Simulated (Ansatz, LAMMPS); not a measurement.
# Amorphous 59Ga2O3-41P2O5 (mol %) (64 atoms): where an added charge goes: runs compared

Aim: add and remove one electron in amorphous 59Ga2O3-41P2O5 (mol %) (64 atoms), with atoms held and relaxed, and read trapping energy and localisation.

Computed with Ansatz 0.2.0: Kohn-Sham DFT, PBE, PAW (set soft_1), plane waves; PAW set soft_1.

## Step 1: The cell

The cell holds 64 atoms: 13 Ga, 9 P and 42 O. Cell: a = 9.208 Å, b = 9.208 Å, c = 9.208 Å, α = 90.0°, β = 90.0°, γ = 90.0°. 64 atoms (13 Fe, 9 P, 42 O) placed at random at 3.33 g/cm³, melted at 5000 K for 10 ps at fixed volume with the Morse and Coulomb pair potential with partial charges (Pedone, Malavasi, Menziani, Cormack and Segre, J. Phys. Chem. B 110, 11780 (2006)). Quenched from 5000 K to 300 K at 100 K/ps and fixed volume, held 10 ps at zero pressure, then minimised at fixed cell. Then Fe was replaced by Ga and the cell scaled by 1.005 (the potential has no terms for the new elements, so the cell is a start for a DFT relaxation).

What the set-up can't give: The quench rate of 100 K/ps is many orders above laboratory rates, so the cell is likely richer in defects and strain than a real sample. The network of bonds at the start is that of the classical potential that made the cell, and needn't be the one that DFT or experiment would give. Sampling is at Γ alone, for a cell whose shortest periodic width is 9 Å.

## Step 2: The reference run

The reference is a single point at the end of the relaxation.

The charged cells start from the geometry of this run, on a uniform background, with spin and a narrow Fermi–Dirac smearing.

Its input, with most atom lines left out:

```yaml
crystal:
  lattice:
    - [9.20781, 0.0, 0.0]
    - [0.0, 9.20781, 0.0]
    - [0.0, 0.0, 9.20781]
  atoms:
    - { symbol: Ga, position: [0.44667, 0.25593, 0.89845] }
    - { symbol: Ga, position: [0.97902, 0.8846, 0.90038] }
    - { symbol: Ga, position: [0.06799, 0.87913, 0.26972] }
    - { symbol: Ga, position: [0.91865, 0.05213, 0.58856] }
    - { symbol: Ga, position: [0.58824, 0.94343, 0.34303] }
    - { symbol: Ga, position: [0.97074, 0.61123, 0.06688] }
    - { symbol: Ga, position: [0.83836, 0.26278, 0.97614] }
    [... atom lines 8 to 64 left out ...]
kpoints:
  mp_grid: { grid: [1, 1, 1] }
hamiltonian:
  xc: pbe
  pseudopotentials: { kind: paw, azcp: { folder: soft_1 } }
scf:
  occupations: { method: fixed }
output:
  forces: true
  stress: true
  populations: true
  dos:
    method: { smearing: { sigma: 0.15 } }
    de: 0.1
    projected: { site_lists: { Ga: [Ga], O: [O], P: [P] } }
  eigenvalues: true
  write_density: true
  write_potential: true
  volumetric_format: npy
  elf: true
```

| Quantity | Value |
| --- | --- |
| free energy per atom | -1247.3656 eV/atom |
| r.m.s. force component | 0.01437 eV/Å |
| pressure | 0.7578 GPa |

Filled and empty levels are parted by 2.72 eV (at Γ alone); a semilocal functional tends to put such gaps too low. In a disordered cell it changes from sample to sample, and tail or defect levels can set it.

## Step 3: The runs

Each row is one run, on 4 threads of Arm Neoverse V2, shared host. The free energy is the program's total, comparable only between runs with the same functional; between charge states it hangs on the program's zero of potential.

```
                                              run  atoms    outcome  relaxation steps  free energy (eV)     time  host memory (GiB)
                        Single point at the start     64  converged                 -        -79824.725    7.5 s               0.92
                                       Relaxation     64  converged                10        -79831.399     50 s               0.93
             Single point at the relaxed geometry     64  converged                 -        -79831.399     12 s               0.97
                    An extra electron, atoms held     64  converged                 -        -79823.993     26 s                1.5
                 An extra electron, atoms relaxed     64  converged                 5        -79824.064     57 s                1.5
An extra electron, levels at the relaxed geometry     64  converged                 -        -79824.064     27 s                1.5
          Neutral at the geometry of the electron     64  converged                 -        -79831.305     11 s               0.97
                        An extra hole, atoms held     64  converged                 -        -79835.915     51 s                1.5
                     An extra hole, atoms relaxed     64  converged                21        -79836.128  4.7 min                1.5
    An extra hole, levels at the relaxed geometry     64  converged                 -        -79836.128     28 s                1.5
              Neutral at the geometry of the hole     64  converged                 -        -79830.397     11 s               0.97
```

A closer look about O46, which holds the most spin of the extra hole after relaxation: 8 atoms, nearest first, numbered in the order of the input, with positions taken from that point.

| atom | x | y | z | distance (Å) | Löwdin charge (e) | moment (μB) |
| --- | --- | --- | --- | --- | --- | --- |
| O46 | 0.00 | 0.00 | 0.00 | 0.00 | -0.53 | 0.35 |
| P16 | -0.35 | 0.96 | -1.15 | 1.54 | 2.13 | -0.01 |
| O32 | -0.97 | 2.19 | -0.44 | 2.43 | -0.62 | 0.21 |
| O28 | 0.93 | 1.38 | -1.93 | 2.55 | -0.69 | 0.03 |
| O62 | -1.35 | 0.34 | -2.17 | 2.58 | -0.68 | 0.03 |
| Ga8 | 1.19 | -1.26 | 2.23 | 2.82 | 1.17 | 0.00 |
| O59 | 1.27 | 1.87 | 2.04 | 3.04 | -0.68 | 0.00 |
| O26 | 0.68 | -2.75 | 1.18 | 3.07 | -0.68 | 0.00 |

## Step 4: Energies and spread of the extra charge

Energies are differences within one cell and functional; the shift is the gain plus the neutral cell's energy at the new geometry, that is how much cheaper the vertical process becomes there. The spread is the participation number of the site moments (1/Σw², over the spin inside atomic spheres), with the atom that holds the largest share and the spin that the spheres hold in all.

| carrier | charged less neutral, atoms held (eV) | gain on relaxing (eV) | neutral cell at that geometry, less the reference (eV) | shift of the vertical energy (eV) | spread, atoms held | spread, relaxed |
| --- | --- | --- | --- | --- | --- | --- |
| electron | 7.406 | 0.071 | 0.094 | 0.165 | 45; Ga8 5 % of 0.37 μB | 39; Ga12 6 % of 0.39 μB |
| hole | -4.516 | 0.213 | 1.001 | 1.214 | 20; O32 9 % of 0.80 μB | 3; O46 45 % of 0.77 μB |

## Step 5: Findings

The extra electron gains 0.071 eV as the atoms relax, and its spin goes from about 45 to 39 atoms: it stays spread out at this level. With the atoms held, the spheres hold only 0.37 of the 0.98 μB, so the spread is read from a small part of the spin. The extra hole gains 0.21 eV as the atoms relax, and its spin goes from about 20 to 3 atoms: a partial localisation, with a modest gain. The O46–Ga8 distance goes from 1.96 to 2.82 Å. Adding the two vertical energies gives 2.89 eV, against a gap of 2.72 eV in the neutral cell. The zero of the potential cancels in this sum; the excess likely reflects the charging energy of carriers confined to few atoms or to a small cell, partly offset by their attraction to the background.

**Limits.** Single energies of charged cells hang on the program's zero of potential. In the spin-polarised runs the search for a state of lower energy was switched off. No distortion was seeded, so a trapped state behind a barrier can't be found. Semilocal functionals favour spread-out charges, so trapping can be missed. In the spin-polarised runs the search for a state of lower energy was switched off. Charged cells carry a uniform background, with no correction for images.

The DFT runs together took 9.4 min of wall time.

[Long decimals in the printed logs are rounded to 6 places.]

[Logs are printed without paths, hosts, clocks, repeated set-up lines and the standing remarks that a program may print on its own settings, such as how far it seeks lower states.]

[Hosts, paths, dates, database ids (printed as entryN), source tags and the programs' standing remarks are cut or masked in the printed files.]
